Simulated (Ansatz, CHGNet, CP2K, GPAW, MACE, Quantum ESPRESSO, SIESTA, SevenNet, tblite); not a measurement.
**C(111) slab, H on the bottom face (99 atoms) in CP2K**

Wanted: CP2K inputs and outputs for C(111) slab, H on the bottom face (99 atoms), checked against a plane-wave reference.

Calculated with CP2K 2026.2; the method is named at each step.

## (1) Set-up

The cell holds 99 atoms: 90 C and 9 H. Cell: a = 7.567 Å, b = 7.567 Å, c = 21.842 Å, α = 90.0°, β = 90.0°, γ = 120.0°. It derives from C (diamond-structure). Diamond-structure C (a = 3.567 Å), (111) slab of 10 atomic planes, 3 x 3 surface cells, H on the broken bonds of the bottom face, 12 Å of vacuum; displaced by a Gaussian of 0.02 Å. Then every atom was moved at random, 0.03 Å r.m.s. a Cartesian component (hydrogen 0.6 of that). Regions: slab, 90 atoms (90 C); hydrogen, 9 atoms (9 H). Vacuum lies along c.

The yardstick, on the same geometry:

```
method                 : Kohn-Sham DFT, PBE, SSSP efficiency 1.3.0 pseudopotentials, plane waves (Quantum ESPRESSO 7.5); sssp-pbe-1.3.0-efficiency, cutoffs 45/360 Ry, Γ point
r.m.s. force component : 1.864 eV/Å
longest force          : 6.662 eV/Å
time                   : 3.4 min on 4 MPI ranks of Intel Xeon 6975P-C (Granite Rapids), shared host
CPU time               : 14 min
```

## (2) PBE, DZVP-UZH, 450/50 Ry, diagonalisation

Method: Kohn-Sham DFT, PBE, GTH-PBE pseudopotentials, Gaussian and plane waves, DZVP-MOLOPT (UZH set), diagonalisation.

input.inp reads:

```
&GLOBAL
  PROJECT cell
  RUN_TYPE ENERGY_FORCE
  PRINT_LEVEL LOW
&END GLOBAL
&FORCE_EVAL
  METHOD QS
  &DFT
    BASIS_SET_FILE_NAME BASIS_MOLOPT_UZH
    POTENTIAL_FILE_NAME POTENTIAL_UZH
    &MGRID
      CUTOFF 450
      REL_CUTOFF 50
    &END MGRID
    &QS
      EPS_DEFAULT 1.0E-12
    &END QS
    &SCF
      SCF_GUESS ATOMIC
      EPS_SCF 5.0E-06
      MAX_SCF 200
      ADDED_MOS 43
      &DIAGONALIZATION
        ALGORITHM STANDARD
      &END DIAGONALIZATION
      &SMEAR ON
        METHOD FERMI_DIRAC
        ELECTRONIC_TEMPERATURE [K] 580
      &END SMEAR
      &MIXING
        METHOD BROYDEN_MIXING
        ALPHA 0.2
        NBROYDEN 12
        BETA 0.05
      &END MIXING
      &PRINT
        &RESTART OFF
        &END RESTART
      &END PRINT
    &END SCF
    &XC
      &XC_FUNCTIONAL PBE
      &END XC_FUNCTIONAL
    &END XC
    &PRINT
      &MULLIKEN ON
      &END MULLIKEN
      &HIRSHFELD ON
        SHAPE_FUNCTION DENSITY
      &END HIRSHFELD
      &MO ON
        EIGENVALUES T
        OCCUPATION_NUMBERS T
        MO_INDEX_RANGE 174 197
        &EACH
          QS_SCF 0
        &END EACH
        ADD_LAST NUMERIC
      &END MO
    &END PRINT
  &END DFT
  &SUBSYS
    &CELL
      A 7.56675 0.00000 0.00000
      B -3.78337 6.55300 0.00000
      C 0.00000 0.00000 21.84249
    &END CELL
    &COORD
      C -0.00525 5.85910 7.59813
      C -1.28475 6.55195 7.10449
      C -1.21559 5.08146 9.61834
      C 0.02800 5.81579 9.17472
      C 2.54050 0.00806 11.73095
      C -1.21170 5.14417 11.21022
      C 0.05645 5.88302 13.75596
      C 2.49952 0.03250 13.30950
      C -1.22153 5.10118 15.81986
      C 0.01529 5.86244 15.36532
      C 1.26762 3.63187 7.61779
      C 0.03012 4.38645 7.09226
      C -0.00601 2.89387 9.73651
      C 1.29093 3.62479 9.15615
      C 0.00352 4.40001 11.75585
      C 0.03019 2.86917 11.22486
      C 1.26656 3.63357 13.81734
      C -0.04941 4.35971 13.19046
      C -0.00427 2.94472 15.79496
      C 1.23486 3.62256 15.27598
      C 2.54478 5.82011 7.58612
      C 5.01501 0.00931 7.15123
      C 1.24587 5.09705 9.68780
      C 2.50146 5.78650 9.16052
      C 5.00321 0.06134 11.79079
      C 1.18061 5.09397 11.18445
      C 2.48334 5.83649 13.79004
      C 1.32952 6.53550 13.24354
      C 1.28230 5.11167 15.80282
      C 2.57716 5.69928 15.29673
      C 2.54020 1.44068 7.59616
      C 1.23936 2.22527 7.06932
      C 1.22918 0.76559 9.55915
      C 2.49082 1.43576 9.13147
      C 1.26963 2.21413 11.68792
      C 1.31563 0.74101 11.26111
      C 2.52873 1.47285 13.73347
      C 1.25813 2.15699 13.34401
      C 1.24844 0.76775 15.85131
      C 2.52881 1.39028 15.32600
      C 3.81164 3.66555 7.63242
      C 2.50524 4.36358 7.10318
      C 2.49991 2.88778 9.65569
      C 3.75845 3.62532 9.15397
      C 2.50429 4.33363 11.69294
      C 2.50921 2.95108 11.21000
      C 3.75720 3.69576 13.75400
      C 2.62468 4.40781 13.31059
      C 2.53857 2.90901 15.83340
      C 3.76866 3.60579 15.25589
      C -2.51518 5.82286 7.55750
      C 0.03488 0.00577 7.11934
      C 3.74948 5.08513 9.66530
      C -2.53342 5.85838 9.17210
      C 3.78966 6.52810 11.73379
      C 3.73832 5.09804 11.22114
[... 39 atom lines left out ...]
      H 0.01006 0.01782 6.00668
      H 3.80222 2.19276 5.99096
      H 5.02762 4.34484 6.04491
      H -1.22736 2.17055 6.03726
    &END COORD
    &KIND C
      BASIS_SET DZVP-MOLOPT-PBE-GTH-q4
      POTENTIAL GTH-PBE-q4
    &END KIND
    &KIND H
      BASIS_SET DZVP-MOLOPT-PBE-GTH-q1
      POTENTIAL GTH-PBE-q1
    &END KIND
  &END SUBSYS
  &PRINT
    &FORCES ON
    &END FORCES
  &END PRINT
&END FORCE_EVAL
```

Run with:

```bash
> OMP_NUM_THREADS=1 mpirun -np 4 cp2k.psmp -i input.inp > output.txt
```

Numbers of over 12 decimals in the logs are rounded to 6 here.

Log:

```text
CP2K| version string:                                       CP2K version 2026.2
 CP2K| Input file name                                                 input.inp
 GLOBAL| Basis set file name                                    BASIS_MOLOPT_UZH
 GLOBAL| Potential file name                                       POTENTIAL_UZH
 GLOBAL| Run type                                                   ENERGY_FORCE
 GLOBAL| Total number of message passing processes                             4
 GLOBAL| Number of threads for this process                                    1
 TOTAL NUMBERS AND MAXIMUM NUMBERS
  Total number of            - Atomic kinds:                                   2
                             - Atoms:                                         99
                             - Shell sets:                                    99
                             - Shells:                                       477
                             - Primitive Cartesian functions:                495
                             - Cartesian basis functions:                   1305
                             - Spherical basis functions:                   1215
  Maximum angular momentum of- Orbital basis functions:                        2
                             - Local part of the GTH pseudopotential:          2
                             - Non-local part of the GTH pseudopotential:      0
 SCF PARAMETERS         Density guess:                                    ATOMIC
                        max_scf:                                             200
                        eps_scf:                                        5.00E-06
                        added MOs                                        43    0
                        Mixing method:                            BROYDEN_MIXING
                                                charge density mixing in g-space
                        Smear method:                                FERMI_DIRAC
                        Electronic temperature [K]:                        580.0
                        Electronic temperature [a.u.]:                  1.84E-03
                        Accuracy threshold:                             1.00E-10
 Extrapolation method: initial_guess
 Number of electrons:                                                        369
 Number of occupied orbitals:                                                185
 Number of molecular orbitals:                                               228
 Number of orbital functions:                                               1215
 Number of independent orbital functions:                                   1215
 SCF WAVEFUNCTION OPTIMIZATION
  Step     Update method      Time    Convergence         Total energy    Change
     1 NoMix/Diag. 0.20E+00    6.5     0.81905164      -527.6590821160 -5.28E+02
     2 Broy./Diag. 0.20E+00   10.9     1.33533628      -483.6924437015  4.40E+01
     3 Broy./Diag. 0.20E+00   12.5     1.41587313      -490.4636004621 -6.77E+00
     4 Broy./Diag. 0.20E+00   11.7     1.38459625      -505.4409237390 -1.50E+01
[...]
41 Broy./Diag. 0.20E+00   11.7     0.00001787      -515.8984486301  2.77E-06
    42 Broy./Diag. 0.20E+00   10.5     0.00000341      -515.8984442168  4.41E-06
  *** SCF run converged in    42 steps ***
  Electronic density on regular grids:       -368.9999999999        0.0000000001
  Core density on regular grids:              368.9999999997       -0.0000000003
  Total charge density on r-space grids:       -0.0000000002
  Total charge density g-space grids:          -0.0000000002
  Overlap energy of the core charge distribution:               5.92961e-06
  Self energy of the core charge distribution:              -1212.511240
  Core Hamiltonian energy:                                    384.946253
  Hartree energy:                                             474.281770
  Exchange-correlation energy:                               -162.598614
  Electronic entropic energy:                                  -0.016620
  Fermi energy:                                                 0.140526
  Total energy:                                              -515.898444
  Total energy (extrapolated to T->0):                       -515.890134
 MO| EIGENVALUES AND OCCUPATION NUMBERS
 MO|
 MO|  Index      Eigenvalue [a.u.]        Eigenvalue [eV]             Occupation
 MO|    174               0.047149               1.282985               2.000000
 MO|    175               0.056818               1.546089               2.000000
 MO|    176               0.057728               1.570861               2.000000
[...]
MO|    196               0.292007               7.945913               0.000000
 MO|    197               0.308330               8.390087               0.000000
 MO| Sum:                                                             369.000000
 MO| E(Fermi):            0.140526 a.u.          3.823903 eV
 !-----------------------------------------------------------------------------!
                     Mulliken Population Analysis
 #  Atom  Element  Kind  Atomic population                           Net charge
       1     C        1          3.994867                              0.005133
       2     C        1          4.081380                             -0.081380
       3     C        1          3.999199                              0.000801
[...]
98     H        2          0.913266                              0.086734
      99     H        2          0.915624                              0.084376
 # Total charge                            369.000000                 -0.000000
 !-----------------------------------------------------------------------------!
 !-----------------------------------------------------------------------------!
                           Hirshfeld Charges
  #Atom  Element  Kind  Ref Charge     Population                    Net charge
      1       C      1       4.000          3.996                         0.004
      2       C      1       4.000          4.041                        -0.041
      3       C      1       4.000          3.998                         0.002
[...]
98       H      2       1.000          0.961                         0.039
     99       H      2       1.000          0.962                         0.038
  Total Charge                                                           -0.000
 !-----------------------------------------------------------------------------!
 ENERGY| Total FORCE_EVAL ( QS ) energy [hartree]           -515.898440
 FORCES| Atomic forces [hartree/bohr]
 FORCES|   Atom     x               y               z               |f|
 FORCES|      1  1.43308744E-03 -3.17175902E-02 -2.33506224E-04   3.17508078E-02
 FORCES|      2  2.55398797E-02  7.92096794E-03  2.05367786E-02   3.37162641E-02
 FORCES|      3 -2.97390640E-02  3.60541667E-02  3.71062874E-02   5.96757190E-02
[...]
FORCES|     98 -3.65985948E-03  5.62782279E-04 -2.75149628E-02   2.77630055E-02
 FORCES|     99 -8.43844443E-04 -2.77779769E-03 -4.42247839E-02   4.43199700E-02
 FORCES| Sum    -7.51962775E-05 -7.53087649E-07 -8.12729164E-05
 FORCES| Total atomic force                                       1.10726394E-04
```

The job ended after 8.7 min (4 MPI ranks of Intel Xeon 6975P-C (Granite Rapids), shared host; peak memory 3.4 GiB).

Banners, paths, timers and routine set-up lines are dropped from the logs unmarked, and long logs keep their key lines alone; longer cuts are marked.

Against the reference:

```
r.m.s. force component                  : 1.893 eV/Å
r.m.s. difference of force components   : 53.97 meV/Å
longest difference of force vectors     : 317.5 meV/Å
force difference over r.m.s. force      : 2.895 %
slope of forces against the reference's : 1.015
correlation of force components         : 0.9997
```

Length of the force difference by element (eV/Å):

```csv
element,atoms,mean,most
C,90,0.085,0.32
H,9,0.046,0.081
```

Local excerpt of 9 atoms (numbers count through the whole input) about C30, which bears the longest force among the free atoms; x, y, z are measured from there.

```csv
atom,x,y,z,distance (Å),bonds,Hirshfeld charge (e),Fx,Fy,Fz (eV/Å)
C30,0.00,0.00,0.00,0.00,4,-0.03,-3.14,4.55,4.08
C59,1.15,-0.62,0.57,1.43,3,-0.03,2.37,-1.62,-3.75
C29,-1.29,-0.59,0.51,1.51,3,0.01,-0.12,-1.89,-3.24
C27,-0.09,0.14,-1.51,1.52,4,0.00,3.69,-0.69,-1.72
C89,-0.02,1.55,0.54,1.64,3,0.01,-0.65,0.21,-3.23
C48,0.05,-1.29,-1.99,2.37,4,0.01,-6.10,-0.77,-2.70
C50,1.19,-2.09,-0.04,2.41,4,-0.03,1.23,0.87,5.39
C60,2.43,0.15,0.04,2.44,4,-0.01,0.95,-1.06,5.45
C20,-1.34,-2.08,-0.02,2.47,4,-0.03,0.74,0.76,5.95
```

Forces lie 2.9 % from the reference's, at 2.5 times its CPU time.

## (3) Outcome

```yaml
force_difference_from_the_reference: CP2K PBE, DZVP-UZH, 450/50 Ry, diagonalisation, 2.9 %
its_cpu_time: 35 min
```

**Reading.** The PBE run in local orbitals differs by 2.9 % (CP2K PBE, DZVP-UZH, 450/50 Ry, diagonalisation); basis, grid and potentials can all enter. The electron count is odd in QE PBE, sssp-1.3.0-efficiency, 45/360 Ry and CP2K PBE, DZVP-UZH, 450/50 Ry, diagonalisation, and they have no spin polarisation, so the unpaired electron is spread evenly over both spins. The runs have no spin polarisation, so any moments at edges, vacancies or dangling bonds can't form. The electronic-structure runs sample only Γ, in a cell whose shortest periodic width is 7 Å, which is coarse for a cell with partly filled levels.

[Also dropped from logs without a mark: logging warnings of Python, and SIESTA's first energy breakdown and zero terms.]

[Logs are printed without paths, hosts, clocks, repeated set-up lines and the standing remarks that a program may print on its own settings, such as how far it seeks lower states.]

[Hosts, paths, dates, database ids (printed as entryN), source tags and the programs' standing remarks are cut or masked in the printed files.]
